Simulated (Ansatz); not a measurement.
**F_O (site 2) in VO2F from one Python script**

Aim: charge states, host run and transition levels of F_O (site 2) in VO2F from one script on Ansatz's Python interface. The model is a cell of 64 host atoms with 1 O taken out and 1 F put in.

Calculated with Ansatz 0.2.0; plane-wave PAW DFT, PBEsol; Python script: charge states of a defect supercell, host, and levels with image-charge correction and alignment.

## (1) The structure

The cell holds 64 atoms: 16 V, 31 O and 17 F. Its edges and angles: a = 10.492 Å, b = 10.492 Å, c = 10.359 Å, α = 119.4°, β = 119.4°, γ = 58.5°. It derives from VO2F (space group Cc). Nearest the centre at fractional (0.569, 0.726, 0.554): F61 at 0.19 Å, V58 at 1.66 Å, V17 at 2.26 Å, F64 at 2.56 Å, O46 at 2.63 Å, O20 at 2.65 Å, F63 at 2.66 Å, O62 at 2.70 Å.

Structure file:

```xyz
64
Lattice="9.1550 -5.1254 -0.0054 9.1550 5.1254 -0.0054 -5.8217 0.0000 8.5680" Properties=species:S:1:pos:R:3 pbc="T T T"
V     2.2701   -1.3603    3.4078
V     3.7255    1.3603    1.2658
O     0.9211   -1.0001    2.6101
O     3.0492   -2.4579    2.3915
O     2.3765    1.0001    0.4681
O     4.5047    2.4579    0.2495
F     3.2859    0.1488    2.8746
F     4.7414   -0.1488    0.7326
V    -0.6408   -1.3603    7.6918
V     0.8147    1.3603    5.5498
O    -1.9897   -1.0001    6.8941
O     0.1384   -2.4579    6.6755
O    -0.5343    1.0001    4.7521
O     1.5938    2.4579    4.5335
F     0.3751    0.1488    7.1586
F     1.8305   -0.1488    5.0166
V     6.8476    1.2024    3.4051
V     8.3030    3.9230    1.2631
O     5.4986    1.5625    2.6074
O     7.6268    0.1048    2.3888
O     6.9540    3.5628    0.4654
O     9.0822    5.0205    0.2468
F     7.8635    2.7115    2.8719
F     9.3189    2.4139    0.7299
V     3.9368    1.2024    7.6891
V     5.3922    3.9230    5.5471
O     2.5878    1.5625    6.8914
O     4.7159    0.1048    6.6728
O     4.0432    3.5628    4.7494
O     6.1713    5.0205    4.5308
F     4.9526    2.7115    7.1559
F     6.4080    2.4139    5.0139
V     6.8476   -3.9230    3.4051
V     8.3030   -1.2024    1.2631
O     5.4986   -3.5628    2.6074
O     7.6268   -5.0205    2.3888
O     6.9540   -1.5625    0.4654
O     9.0822   -0.1048    0.2468
F     7.8635   -2.4139    2.8719
F     9.3189   -2.7115    0.7299
V     3.9368   -3.9230    7.6891
V     5.3922   -1.2024    5.5471
O     2.5878   -3.5628    6.8914
O     4.7159   -5.0205    6.6728
O     4.0432   -1.5625    4.7494
O     6.1713   -0.1048    4.5308
F     4.9526   -2.4139    7.1559
F     6.4080   -2.7115    5.0139
V    11.4251   -1.3603    3.4024
V    12.8805    1.3603    1.2604
O    10.0761   -1.0001    2.6047
O    12.2043   -2.4579    2.3861
O    11.5315    1.0001    0.4627
O    13.6597    2.4579    0.2441
F    12.4410    0.1488    2.8692
F    13.8964   -0.1488    0.7272
V     8.5143   -1.3603    7.6864
V     9.9697    1.3603    5.5444
O     7.1653   -1.0001    6.8887
O     9.2934   -2.4579    6.6701
F     8.6207    1.0001    4.7467
O    10.7489    2.4579    4.5281
F     9.5301    0.1488    7.1532
F    10.9856   -0.1488    5.0112
```

The host's dielectric constants go in as inputs: principal values (4.32, 4.78, 6.42) for the electrons alone, principal values (7.47, 17.41, 45.27) with the ions, computed on the host (DFPT, PBEsol).

The cell's shortest repeat is 10.3 Å.

## (2) The script

The script is meant to run each charge state in one cell with one kind of occupations, so that the energies compare, and then the host's unit cell on the matching mesh, with a search for its band edges. The last call forms corrections, levels and formation energies from the saved runs.

run.py reads:

```python
import ansatz as az
from ansatz.input_file.blocks import ChemicalPotentialInput, HostRunInput, PlaceLevelsInput

# F_O2 in VO2F
STATES = [(0, 1), (1, None)]  # charge, total moment
EPSILON, STATIC = [(5.36, 0.0, -1.05), (0.0, 4.78, 0.0), (-1.05, 0.0, 5.38)], [(25.71, 0.0, -18.89), (0.0, 17.41, 0.0), (-18.89, 0.0, 27.03)]

host = az.Crystal.from_extxyz("host.extxyz")
defect = (
    host.supercell(2, 2, 2)
    .substitution("F", at=(0.09930787, 0.48958086, 0.10963841), cell=(1, 1, 1))
)


def settings(calculation):
    return calculation.functional("pbesol").basis(420, xc_grid=2, grid_basis="typed")


runs = []
for charge, moment in STATES:
    name = f"q{charge:+d}_m{moment}.run"
    state = settings(defect.calculation()).kpoints(1, 1, 1, shift=(0.25, 0.25, 0.25)).occupations("fermi_dirac", width=0.01)
    state = state.charge(charge).scf(max_iterations=80)
    if moment is not None:
        state = state.spin("collinear", total=moment, lock="hard")
    state = state.charged_corrections(epsilon=EPSILON, static_epsilon=STATIC, defect_position=(0.568596, 0.726088, 0.554244)).forces()
    state = state.relax(force_tolerance=0.02, max_steps=80, displacement_amplitude=0.05, displacement_seed=7173)
    try:
        outcome = state.band_table().checkpoint(write=name).run(threads=4, pin="off", max_ram="7360MiB")
    except (az.NonConvergedError, az.RefusalError) as failure:
        print(f"{name}: {type(failure).__name__}: {str(failure)[:300]}")
        continue
    report = outcome.report
    runs.append(name)
    print(f"{name}: F = {report['free_energy_ev']:.4f} eV, moment {report['magnetization_mub']:.3f}, {report['n_iterations']} iterations in the last SCF")

bulk = settings(host.calculation()).kpoints(2, 2, 2, shift=(0.25, 0.25, 0.25), path=["VBM", "CBM"], intervals=1).occupations("fixed").scf(self_checks="high").forces()
bulk = bulk.relax(force_tolerance=0.02)
outcome = bulk.basis(precision="f64").checkpoint(write="host.run").run(threads=4, pin="off", max_ram="7360MiB")
print(f"bulk: F = {outcome.report['free_energy_ev']:.4f} eV, band edges {outcome.report['band_edges_ev']}")

potentials = {
    "O": ChemicalPotentialInput(energy=-558.28265, dataset="<sha256 of the dataset>"),  # O2 molecule
    "F": ChemicalPotentialInput(energy=-797.64292, dataset="<sha256 of the dataset>"),  # F2 molecule
}
levels = az.place_levels(PlaceLevelsInput(host=HostRunInput(run="host.run"), states=runs, chemical_potentials=potentials))
for level in levels.record.defects[0].levels:
    print(f"({level.upper_charge:+d}/{level.lower_charge:+d}) at {level.above_valence_ev:.3f} eV above the valence edge")
print(levels)
```

host.extxyz reads:

```
8
Lattice="4.577517284340177 -2.5626767895406743 -0.002693928571129668 4.577517284340177 2.5626767895406743 -0.0026939285711297016 -2.910833372734937 -1.9994961368604848e-17 4.283990924883003" Properties=species:S:1:pos:R:3 pbc="T T T"
V        2.27007733      -1.36032033       3.40779191
V        3.72549402       1.36032033       1.26579645
O        0.92109248      -1.00014353       2.61009900
O        3.04924472      -2.45786917       2.39150018
O        2.37650917       1.00014353       0.46810354
O        4.50466140       2.45786917       0.24950472
F        3.28594115       0.14880701       2.87459436
F        4.74135784      -0.14880701       0.73259890
```

Command:

```console
$ python run.py
```

Numbers of over 12 decimals in the logs are rounded to 6 here.

The program printed:

```text
[... repeated set-up lines and file paths are left out, and long positions are rounded to six places ...]
q+0_m1.run: F = -77191.1026 eV, moment 1.000, 8 iterations in the last SCF
q+1_mNone.run: F = -77196.2565 eV, moment 0.000, 11 iterations in the last SCF
bulk: F = -9618.7883 eV, band edges [3.546620, 5.504833]
(+1/+0) at 1.407 eV above the valence edge
(+1/0) 1.407 eV above the valence edge, 0.167 eV under the conduction edge
formation energy of charge +1: -2.843 eV with the Fermi level at the valence edge
formation energy of charge 0: -1.436 eV with the Fermi level at the valence edge
  edges by pbesol, gap 1.573 eV; the host is sampled to repeats of 10.25 Å
  the defect's cells are sampled to repeats of 10.25 Å, like sampling
  charge +1: -77196.2745 eV with its correction of -0.018 eV, at epsilon [[25.71, 0, -18.89], [0, 17.41, 0], [-18.89, 0, 27.03]], aligned at sites: -0.1326 eV, mean over 22 atomic sites at or beyond 5.13 Å from the host's site at [0.5477, 0.7465, 0.5549] by [...]
  charge 0: +0.000 eV for its dipole among its images, +0.000 omitted
  of states[1] (q+1_mNone.run): how wide its charge is, is not read beside other atoms or cores, and a band state would take no correction. [...]
  of states[0] (q+0_m1.run): its displacements don't fall off away from the defect: farther atoms stand 0.137 Å off the host's places. [...]
```

Elapsed: 14 min, on 4 threads of Arm Neoverse V2, shared host; peak memory 0.58 GiB.

Formation energies (elemental references), with the Fermi level at the valence top and at the conduction bottom (gap 1.57 eV):

```tsv
charge	at valence top (eV)	at conduction bottom (eV)
+1	-2.84	-1.27
0	-1.44	-1.44
```

(Fermi level (eV), lowest formation energy (eV)): (0.00, -2.84), (0.14, -2.70), (0.29, -2.56), (0.43, -2.41), (0.57, -2.27), (0.71, -2.13), (0.86, -1.98), (1.00, -1.84), (1.14, -1.70), (1.29, -1.56), (1.43, -1.44), (1.57, -1.44)

Transition levels lie at 1.41 eV (+1/0) above the valence top. The formation energy is negative across the gap (elemental references), so the host is not stable against this defect under these conditions.

## (3) Outcome

```
gap of the host  : 1.57 eV
level (plus 1/0) : 1.41 eV from the valence top
```

In words: Between neighbouring charges the script places (+1/0) at 1.41 eV above the valence top, in a gap of 1.57 eV. The image-charge corrections reach 0.02 eV. It also warns that far atoms have moved. The edges that the host run prints, 1.96 eV apart, are those of its mesh; the gap comes from the search along the path. Under elemental-reference conditions the lowest formation energy of the charges run is negative for Fermi levels from 0.00 to 1.57 eV. Only the listed charges were run, so further levels can't show. Keep in mind: one k-point off the zone centre stands for the whole zone; PBEsol makes the gap too small and tends to spread out bound carriers; where a gas molecule sets a chemical potential or the host's formation energy, its binding is uncorrected.

[Logs are printed without paths, hosts, clocks, repeated set-up lines and the standing remarks that a program may print on its own settings, such as how far it seeks lower states.]

[Hosts, paths, dates, database ids (printed as entryN), source tags and the programs' standing remarks are cut or masked in the printed files.]

[For some hosts the program warned that the k-mesh of the response run may be too coarse for force constants and the static dielectric constant; such warnings are not shown here.]
